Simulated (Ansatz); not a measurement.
## NaGeCl3 (built on the sites of a database entry of CsGeBr3): a soft mode frozen in

Aim: this structure of NaGeCl3 (built on the sites of a database entry of CsGeBr3) is to be tested for unstable modes, and one is followed downhill.

Main program and level: Ansatz 0.2.0; DFT PBEsol, scalar-relativistic, plane waves, PAW.

This is a report of a sequence of runs, with most program output left out.

The structure was built from a prototype and need not be the compound's stable phase.

**1. The structure**

Symmetry: Pm-3m, No. 221, cubic system. Conventional cell: a = 5.132 Å, b = 5.132 Å, c = 5.132 Å, α = 90.00°, β = 90.00°, γ = 90.00°. Na has 12 Cl at 3.63 Å nearest. Nearest to Ge lie 6 Cl at 2.57 Å. Cl has 2 Ge at 2.57 Å nearest. Farther neighbours and most contacts between anions are not listed.

**2. Phonons on a q mesh**

The cell comes from relaxations at this level that are not shown. Stability and thermal properties need the whole zone. Linear response on a 2×2×2 q mesh gives force constants as far as a supercell of that size would, and the tensors from the zone-centre run are typed in so that the long-range dipole term is interpolated apart.

Contents of input.yaml:

```yaml
crystal:
  lattice:
    - [5.1317724219, 0.0, 0.0]
    - [0.0, 5.1317724219, 0.0]
    - [0.0, 0.0, 5.1317724219]
  atoms:
    - { symbol: Na, position: [0.0, 0.0, 0.0] }
    - { symbol: Ge, position: [0.5, 0.5, 0.5] }
    - { symbol: Cl, position: [0.5, 0.5, 0.0] }
    - { symbol: Cl, position: [0.5, 0.0, 0.5] }
    - { symbol: Cl, position: [0.0, 0.5, 0.5] }
kpoints:
  mp_grid: { grid: [6, 6, 6] }
hamiltonian:
  xc: pbesol
scf:
  occupations: { method: fixed }
output:
  eigenvalues: true
phonons:
  method: dfpt
  qmesh: [2, 2, 2]
  temperatures: { t_max: 1000, t_step: 50 }
  qpath:
    path:
      - [[0.0, 0.0, 0.0], [0.0, 0.5, 0.0], [0.5, 0.5, 0.0], [0.0, 0.0, 0.0], [0.5, 0.5, 0.5], [0.0, 0.5, 0.0]]
      - [[0.5, 0.5, 0.5], [0.5, 0.5, 0.0]]
    npoints: 10
  non_analytic_term:
    high_frequency_dielectric_tensor: [[7.4418, 0.0, 0.0], [0.0, 7.4418, 0.0], [0.0, 0.0, 7.4418]]
    born_effective_charges:
      - { species: Na, tensor: [[1.3111, 0.0, 0.0], [0.0, 1.3111, 0.0], [0.0, 0.0, 1.3111]] }
      - { species: Ge, tensor: [[5.0442, 0.0, 0.0], [0.0, 5.0442, 0.0], [0.0, 0.0, 5.0442]] }
      - { species: Cl, tensor: [[-0.548, 0.0, 0.0], [0.0, -0.548, 0.0], [0.0, 0.0, -5.2593]] }
      - { species: Cl, tensor: [[-0.548, 0.0, 0.0], [0.0, -5.2593, 0.0], [0.0, 0.0, -0.548]] }
      - { species: Cl, tensor: [[-5.2593, 0.0, 0.0], [0.0, -0.548, 0.0], [0.0, 0.0, -0.548]] }
    source: "zone-centre run at this cell"
```

The run is started by

```
$ ansatz run input.yaml --threads 8 --pin off --max-ram 14336MiB --backend cpu --events-out ev --progress --plain --runs-dir out
```

The job ended after 2 min (8 threads of Arm Neoverse N1, shared host; peak memory 1.1 GiB; 15 min of CPU time).

Numbers from this step:

| Property | Result |
| --- | --- |
| gap on the k-mesh | 0.3610 eV |
| volume per atom | 27.03 Å³ |
| sum-rule residual before enforcement | 3.31e-5 eV/Å² |
| lowest frequency on the path | -90.60 cm⁻¹ |
| point group | m-3m |
| highest frequency on the path or at a solved wavevector | 269.8 cm⁻¹ |
| highest optical mode at the zone centre (no LO-TO term) | 91.47 cm⁻¹ |
| lowest optical zone-centre mode | -90.6 cm⁻¹ |
| lowest mode on the q mesh (acoustic modes at Γ apart) | -90.6 cm⁻¹ |

Frequencies (cm⁻¹) solved at each irreducible wavevector; negative means imaginary. Frequencies by wavevector, by row:

```tsv
q in reciprocal lattice units	star	mode 1	mode 2	mode 3	mode 4	mode 13	mode 14	mode 15
0 0 0	1	-90.6	-90.6	-90.6	-46	91.5	91.5	91.5
0 0 -0.5	3	-82.6	-82.6	-29	-29	82.9	183.5	257.2
0 -0.5 -0.5	3	-80.2	-80.2	-75.1	-71.2	184.9	230.2	262.9
-0.5 -0.5 -0.5	1	-84.1	-84.1	-84.1	-75.1	229.6	229.6	269.8
```

Interpolated from a 2×2×2 q mesh, with the LO-TO term (at Γ the limit along the path; where Γ stands inside the path, tables give the limit on arrival). The phonon branches at the labelled points (cm⁻¹):

```tsv
point	branch 1	branch 2	branch 3	branch 4	branch 12	branch 13	branch 14	branch 15
Γ	-91	-91	-88	-46	91	92	92	239
halfway	-87	-87	-50	-35	89	89	141	248
X	-83	-83	-29	-29	83	83	184	257
halfway	-82	-78	-55	-52	140	174	184	257
M	-80	-80	-75	-71	185	185	230	263
halfway	-83	-79	-62	-38	123	141	162	240
Γ	-91	-91	-88	-46	91	92	92	239
halfway	-80	-80	-67	-46	143	164	164	236
R	-84	-84	-84	-75	176	230	230	270
halfway	-81	-80	-68	-57	166	182	182	257
X	-83	-83	-29	-29	83	83	184	257
jump to R	-84	-84	-84	-75	176	230	230	270
halfway	-82	-82	-78	-75	181	181	230	264
M	-80	-80	-75	-71	185	185	230	263
```

Symmetry leaves 4 wavevectors to solve. The lowest mode among them, the acoustic zeros apart, lies at Γ and is imaginary, 90.6i cm⁻¹, so the energy falls along it.

**3. The mode frozen in, largest atomic shift 0 Å**

The mode followed lies at Γ with frequency 90.6i cm⁻¹ and is 3-fold degenerate, the softest among the wavevectors solved. At small amplitude the distorted cell has space group no. 38 by a symmetry search on the positions. The undistorted cell that holds it gives the zero of energy on the same k mesh.

input.yaml, the sections that differ from step 2:

```yaml
scf:
  occupations: { method: gaussian, width: 0.02 }
output:
  forces: true
  stress: true
  eigenvalues: true
# crystal, kpoints, hamiltonian: as in step 2
# phonons: removed
```

Run time: 1.6 s. Hardware: 8 threads; peak memory 0.53 GiB.

Numbers from this step:

* pressure: 2.86e-4 GPa
* energy from the undistorted cell: 0 meV/atom

At this level the gap is 0.36 eV on the k-mesh of the self-consistent run, which can miss the band edges.

**4. The mode frozen in, largest atomic shift 0.6 Å**

The atoms are moved along the unstable eigenvector, the largest shift by 0.6 Å, with the cell fixed.

input.yaml, the sections that differ from step 3:

```yaml
crystal:
  lattice:
    - [5.1317724219, 0.0, 0.0]
    - [0.0, 5.1317724219, 0.0]
    - [0.0, 0.0, 5.1317724219]
  atoms:
    - { symbol: Na, position: [0.0, 0.0826739835, 0.0826739835] }
    - { symbol: Ge, position: [0.5, 0.4988000496, 0.4988000496] }
    - { symbol: Cl, position: [0.5, 0.4767117752, -0.0045802052] }
    - { symbol: Cl, position: [0.5, -0.0045802052, 0.4767117752] }
    - { symbol: Cl, position: [0.0, 0.4767117752, 0.4767117752] }
# kpoints, hamiltonian, scf, output: as in step 3
```

Run time: 12 s. Hardware: 8 threads; peak memory 0.54 GiB.

Numbers from this step:

| Quantity | Value |
| --- | --- |
| pressure | 0.3645 GPa |
| gap on the k-mesh | 0.6560 eV |
| energy from the undistorted cell | -23.16 meV/atom |

The energy, extrapolated to zero smearing, is -23.16 meV/atom against the undistorted cell.

The run ends at a pressure of 0.36 GPa, with forces up to 0.19 eV/Å.

**5. Energy along the mode, all amplitudes (two of the runs are shown above)**

An imaginary frequency means negative curvature, so the energy should fall and then rise again as anharmonic terms take over.

This step gave:

```yaml
depth_at_the_lowest_point_sampled: 23.16 meV/atom
largest_atomic_shift_at_that_point: 0.6 Å
```

Table of energy from the parent by largest atomic shift:

```tsv
largest atomic shift (Å)	energy from the parent (meV/atom)
0.000	0
0.040	-0.139
0.080	-0.553
0.140	-1.68
0.220	-4.07
0.320	-8.29
0.450	-15.2
0.600	-23.2
```

Displacement at unit largest shift by atom:

```tsv
atom	x (Å)	y (Å)	z (Å)	size
Na1	0.000	0.707	0.707	1.000
Ge2	0.000	-0.010	-0.010	0.014
Cl3	0.000	-0.199	-0.039	0.203
Cl4	0.000	-0.039	-0.199	0.203
Cl5	0.000	-0.199	-0.199	0.281
```

The lowest of the steps tried is the last one, at 0.6 Å, 23.2 meV/atom below the parent; the bottom of the well need not coincide with a step.

**6. Relaxation from the frozen mode**

Starting from the lowest point found, all atoms and the cell are let go, so that strain and other modes of the same symmetry can join in.

input.yaml: that of step 4 with these lines changed.

```diff
@@ -16,3 +16,3 @@
 scf:
-  occupations: { method: gaussian, width: 0.02 }
+  occupations: { method: fixed }
 output:
@@ -21 +21,6 @@
   eigenvalues: true
+relax:
+  adjacent_minimum: "off"
+  f_tol: 0.002
+  max_steps: 120
+  cell: { stress_tol: 0.03 }
```

Wall time 2.2 min (8 threads); peak memory 0.66 GiB.

The steps of the relaxation:

```tsv
step	energy less that of the first step (eV)	largest force component (eV/Å)	pressure (GPa)	volume (Å³)
1	0.0000	0.1355	0.36	135.15
2	-0.0318	0.1233	-0.16	138.05
3	-0.0687	0.0925	0.12	138.56
4	-0.0826	0.1740	-0.08	139.97
5	-0.1212	0.1214	0.63	140.86
6	-0.1408	0.2286	0.75	143.88
7	-0.1700	0.0476	-0.20	149.50
8	-0.1727	0.0320	-0.08	147.96
9	-0.1731	0.0235	0.06	147.08
10	-0.1737	0.0040	0.01	147.77
11	-0.1737	0.0011	0.00	147.82
12*	-0.1827	0.0009	0.12	147.82
13	-0.1859	0.0182	0.05	149.88
14	-0.1865	0.0172	-0.03	151.07
15	-0.1865	0.0046	0.01	151.11
16	-0.1865	0.0001	0.00	151.10
17*	-0.1867	0.0002	0.00	151.10
```

Relaxation steps marked * repeat the geometry before them on a plane-wave basis chosen anew for their cell, so energy and pressure can jump there.

Forces are held to the 4 operations that the run works with; a distortion that breaks them can't arise in this run.

```tsv
cell as run	before	after	change
a (Å)	5.132	5.155	+0.5 %
b (Å)	5.132	5.491	+7.0 %
c (Å)	5.132	5.491	+7.0 %
α (°)	90.00	76.43	-15.1 %
volume (Å³/atom)	27.03	30.22	+11.8 %
```

The atoms that moved most (Å, as changes of fractional coordinates times the final cell):

```tsv
atom	dx	dy	dz	length
Na1	0.000	0.513	0.513	0.726
Cl4	0.000	-0.304	-0.283	0.416
Cl3	0.000	-0.283	-0.304	0.416
Cl5	0.000	0.041	0.041	0.058
Ge2	0.000	0.034	0.034	0.047
```

The relaxed structure:

```cif
data_structure
_symmetry_space_group_name_H-M 'P 1'
_symmetry_Int_Tables_number 1
_cell_length_a 5.1552
_cell_length_b 5.4911
_cell_length_c 5.4911
_cell_angle_alpha 76.426
_cell_angle_beta 90.000
_cell_angle_gamma 90.000
_cell_volume 151.10
loop_
_atom_site_label
_atom_site_type_symbol
_atom_site_fract_x
_atom_site_fract_y
_atom_site_fract_z
_atom_site_occupancy
Na1 Na 0.00000 0.16680 0.16680 1
Ge2 Ge 0.50000 0.50429 0.50429 1
Cl3 Cl 0.50000 0.43072 0.94509 1
Cl4 Cl 0.50000 0.94509 0.43072 1
Cl5 Cl 0.00000 0.48342 0.48342 1
```

Numbers from this step:

| Quantity | Value |
| --- | --- |
| pressure | -0.002881 GPa |
| gap on the k-mesh | 1.394 eV |
| volume per atom | 30.22 Å³ |

The distorted start has space group Amm2; the relaxation ends in Amm2.

**7. The new phase in its own primitive cell**

The relaxed structure is symmetrised, reduced to its primitive cell and relaxed tightly, as its phonons need.

Contents of input.yaml:

```yaml
crystal:
  lattice:
    - [5.15524056, 0.0, 0.0]
    - [0.0, 3.3967039315, 4.3144381057]
    - [0.0, -3.3967039315, 4.3144381057]
  atoms:
    - { symbol: Na, position: [0.0, 0.1667986564, 0.1667986564] }
    - { symbol: Ge, position: [0.5, 0.5042939985, 0.5042939985] }
    - { symbol: Cl, position: [0.5, 0.4307155819, 0.9450927077] }
    - { symbol: Cl, position: [0.5, 0.9450927077, 0.4307155819] }
    - { symbol: Cl, position: [0.0, 0.4834164338, 0.4834164338] }
kpoints:
  mp_grid: { grid: [6, 4, 4] }
hamiltonian:
  xc: pbesol
scf:
  occupations: { method: fixed }
output:
  forces: true
  stress: true
  eigenvalues: true
relax:
  adjacent_minimum: "off"
  f_tol: 0.001
  max_steps: 60
  cell: { stress_tol: 0.01 }
```

The job ended after 27 s (8 threads; peak memory 0.57 GiB; 2.5 min of CPU time).

The steps of the relaxation:

```tsv
step	energy less that of the first step (eV)	largest force component (eV/Å)	pressure (GPa)	volume (Å³)
1	0.0000	0.0194	0.03	151.10
2	-0.0002	0.0087	0.01	151.53
3	-0.0003	0.0083	0.01	152.02
4	-0.0003	0.0047	-0.01	152.21
5	-0.0003	0.0011	-0.01	152.19
6	-0.0003	0.0002	0.00	152.15
7*	-0.0003	0.0002	0.00	152.15
```

Relaxation steps marked * repeat the geometry before them on a plane-wave basis chosen anew for their cell, so energy and pressure can jump there.

The run keeps the 4 symmetry operations that it works with, so distortions that break them were not tested.

```tsv
conventional cell, symmetrised	before	after	change
a (Å)	5.155	5.155	-0.0 %
b (Å)	6.793	6.788	-0.1 %
c (Å)	8.629	8.696	+0.8 %
volume (Å³/atom)	30.22	30.43	+0.7 %
```

The atoms that moved most (Å, as changes of fractional coordinates times the final cell):

```tsv
atom	dx	dy	dz	length
Na1	0.000	0.000	0.016	0.016
Cl4	0.000	0.001	-0.010	0.010
Cl3	0.000	-0.001	-0.010	0.010
Ge2	0.000	0.000	0.006	0.006
```

Final coordinates:

```xyz
5
Lattice="5.1546 0.0000 0.0000 0.0000 3.3942 4.3481 0.0000 -3.3942 4.3481" Properties=species:S:1:pos:R:3 pbc="T T T"
Na    0.0000    0.0000    1.4666
Ge    2.5773    0.0000    4.3916
Cl    2.5773   -1.7465    5.9724
Cl    2.5773    1.7465    5.9724
Cl    0.0000    0.0000    4.2013
```

A gap read on the k-mesh alone can miss the band edges.

This step gave:

| Item | Value |
| --- | --- |
| pressure | 9.21e-4 GPa |
| gap on the k-mesh | 1.439 eV |
| volume per atom | 30.43 Å³ |
| direct gap on mesh | 1.439 eV |

The largest force component left is 0.22 meV/Å and the pressure is 0.001 GPa, within the tolerances set. The cell now holds 30.43 Å³/atom.

**8. Modes of the new phase, k-mesh 6×4×4**

A relaxed structure may still be a saddle point, so its zone-centre modes are computed. The response to a homogeneous field gives the Born charges and the dielectric tensor, and its change with displacement the Raman tensors.

Contents of input.yaml:

```yaml
crystal:
  lattice:
    - [5.1546061466, 0.0, 0.0]
    - [0.0, 3.3942091036, 4.3481330826]
    - [0.0, -3.3942091036, 4.3481330826]
  atoms:
    - { symbol: Na, position: [0.0, 0.1686441165, 0.1686441165] }
    - { symbol: Ge, position: [0.5, 0.5049956012, 0.5049956012] }
    - { symbol: Cl, position: [0.5, 0.4295029291, 0.9440596863] }
    - { symbol: Cl, position: [0.5, 0.9440596863, 0.4295029291] }
    - { symbol: Cl, position: [0.0, 0.4831150452, 0.4831150452] }
kpoints:
  mp_grid: { grid: [6, 4, 4] }
hamiltonian:
  xc: pbesol
scf:
  occupations: { method: fixed }
output:
  eigenvalues: true
phonons:
  method: dfpt
  dielectric: true
  rigid_motions: translations
  raman: true
```

It took 9.6 min on 8 threads; peak memory 3.4 GiB.

Numbers from this step:

| Item | Value |
| --- | --- |
| sum-rule residual before enforcement | 2.17e-4 eV/Å² |
| miss of the charge sum rule | 0.003311 e |
| estimated error of the dielectric tensor | 0.03294 |
| estimated error of the Born charges | 0.08660 e |
| point group | mm2 |
| highest optical mode at the zone centre (no LO-TO term) | 264.9 cm⁻¹ |
| lowest optical zone-centre mode | -58.55 cm⁻¹ |
| mean high-frequency dielectric constant | 4.127 |
| largest Born charge (third of the trace) | 3.361 e |
| top of the zone-centre spectrum with the field | 310.1 cm⁻¹ |

Without the LO-TO term. Patterns of degenerate modes are one choice out of their space. Modes at Γ, with each element's share of the kinetic energy (negative means imaginary):

```tsv
mode	frequency (cm⁻¹)	symmetry	Na %	Ge %	Cl %
1	-58.5	B1	1	19	80
2	-38.6	B2	34	1	65
3	0.0	acoustic	11	36	53
4	0.0	acoustic	11	36	53
5	0.0	acoustic	11	36	53
6	35.5	B2	31	5	64
7	57.4	B1	87	9	3
8	74.7	A2	0	0	100
9	76.9	B2	22	16	61
10	82.7	A1	29	9	62
11	114.8	B1	1	36	64
12	136.8	A1	7	23	70
13	161.3	A1	52	2	45
14	221.0	B2	1	41	57
15	264.9	A1	0	30	70
```

Displacements in mode 1 (-58.5 cm⁻¹), the largest set to 1:
```
Na1 -0.11  0.00  0.00
Ge2 -0.34  0.00  0.00
Cl3 -0.11  0.00  0.00
Cl4 -0.11  0.00  0.00
Cl5  1.00  0.00  0.00
```

Displacements in mode 2 (-38.6 cm⁻¹), the largest set to 1:
```
Na1  0.00 -1.00  0.00
Ge2  0.00  0.11  0.00
Cl3  0.00 -0.20 -0.48
Cl4  0.00 -0.20  0.48
Cl5  0.00  0.84  0.00
```

High-frequency dielectric tensor, which the program warns is not settled by the k meshes in reach. Tensor:

```tsv
	x	y	z
x	5.455	0	0
y	0	3.414	0
z	0	0	3.512
```

Optical modes at the zone centre, without and with the macroscopic field of the longitudinal modes; each column is sorted by frequency, so a row need not hold one and the same mode. Modes with and without the field, by row:

```tsv
rank among optical modes	no field (cm⁻¹)	q along (1, 0, 0) (cm⁻¹)	q along (0, 1, 0) (cm⁻¹)	q along (0, 0, 1) (cm⁻¹)
1	-58.5	-38.6	-58.5	-58.5
2	-38.6	35.5	-20.1	-38.6
3	35.5	55	57.4	35.5
4	57.4	74.7	61.3	57.4
5	74.7	76.9	74.7	74.7
6	76.9	82.7	82.7	76.9
7	82.7	106.4	96.5	85.7
8	114.8	136.8	114.8	114.8
9	136.8	161.3	136.8	136.8
10	161.3	221	161.3	173.7
11	221	257.2	264.9	221
12	264.9	264.9	289	310.1
```

Born charge (rows field, columns displacement) (e), principal values of the symmetric part by kind of site:

```tsv
atom	atoms with these values	low	middle	high	mean
Na1	1	1.05	1.27	1.33	1.22
Ge2	1	2.49	2.72	4.87	3.36
Cl3	2	-2.79	-0.58	-0.42	-1.26
Cl5	1	-5.04	-0.60	-0.51	-2.05
```

In full for Cl3:

```
-0.58  0.00  0.00
 0.00 -1.74  1.25
 0.00  1.10 -1.47
```

Transverse modes; imaginary modes are left out. Lines of the infrared spectrum (strongest = 100):

```tsv
position (cm⁻¹)	label	relative intensity
36	B2	15
57	B1	11
75	A2	0.0
77	B2	8.2
83	A1	3.0
115	B1	33
137	A1	0.1
161	A1	22
221	B2	100
265	A1	81
```

Activity x (w_L - w)^4 (n + 1)/w, 532 nm, 300 K; imaginary modes are left out; the log calls the Raman tensors unconverged in the k mesh, so the heights are rough; the tensors are static ones, while 532 nm light lies above the computed direct gap, where resonance would change the heights; modes without the macroscopic field alone. Raman lines, with heights relative to the strongest:

```tsv
position (cm⁻¹)	label	relative intensity
36	B2	100
57	B1	2.9
75	A2	0.1
77	B2	28
83	A1	16
115	B1	0.3
137	A1	22
161	A1	2.7
221	B2	88
265	A1	93
```

Before it was imposed, the acoustic sum rule was missed by 2.2e-4 eV/Å² and the charge sum rule by 0.0033 e. Small misses are needed for a sound result but don't prove that mesh and cutoff are converged. The lowest optical mode is imaginary, 58.5i cm⁻¹, so the energy falls along it.

The log warns of the k mesh: “the force constants stand on the 6×4×4 k-mesh, whose period is 9.42 times the interband length at k = (-0.5000, -0.5000, -0.5000), direct gap 1.439 eV, under 14: take them and everything formed from them as unconverged”.

**9. Results**

* unstable mode of the parent: q = (0, 0, 0), 91i cm⁻¹
* depth at the lowest point sampled: 23.2 meV/atom
* largest atomic shift at that point: 0.6 Å
* space group reached (within 0.01 Å): Amm2
* energy gained over the parent (first relaxation, on the mesh of the frozen mode): 60.5 meV/atom
* volume per atom, phase reached: 30.4 Å³
* gap on the k-mesh, phase reached: 1.44 eV
* lowest optical zone-centre mode, phase reached: -58.5 cm⁻¹
* highest optical mode at the zone centre (no LO-TO term), phase reached: 265 cm⁻¹

In words: Along this mode the structure falls into Amm2, 60.5 meV/atom below the parent. At the parent's cell the well is 23.16 meV/atom deep on the steps tried, with its lowest point at a shift of 0.6 Å. That is the last step tried, so the steps alone don't bracket the bottom of the well. Relaxing atoms and cell changes the gain by +37.33 meV/atom against the lowest step (energies at zero smearing). Most of the total comes from this relaxation. The new phase still has an imaginary mode at the zone centre of its cell, so it is a saddle point on the way to a lower structure. Of the 6 patterns followed to their end from this parent, this one ends 27.8 meV/atom above the lowest, Imma. Each path keeps the symmetry of its pattern, so a lower phase may lie along a pattern not tried. With the field response the log warns that the k mesh is coarse for the force constants too, so the frequencies may not be converged. In at least one run the field response is not settled by the k meshes in reach, so its dielectric tensor, Born charges and longitudinal modes are rough. The program warns that the Raman tensors are not converged in the k mesh, so the intensities are rough. The starting cell was built on a prototype and not taken from a measurement, so the phase need not exist.

[Logs are printed without paths, hosts, clocks, repeated set-up lines and the standing remarks that a program may print on its own settings, such as how far it seeks lower states.]

[Hosts, paths, dates, database ids (printed as entryN), source tags and the programs' standing remarks are cut or masked in the printed files.]
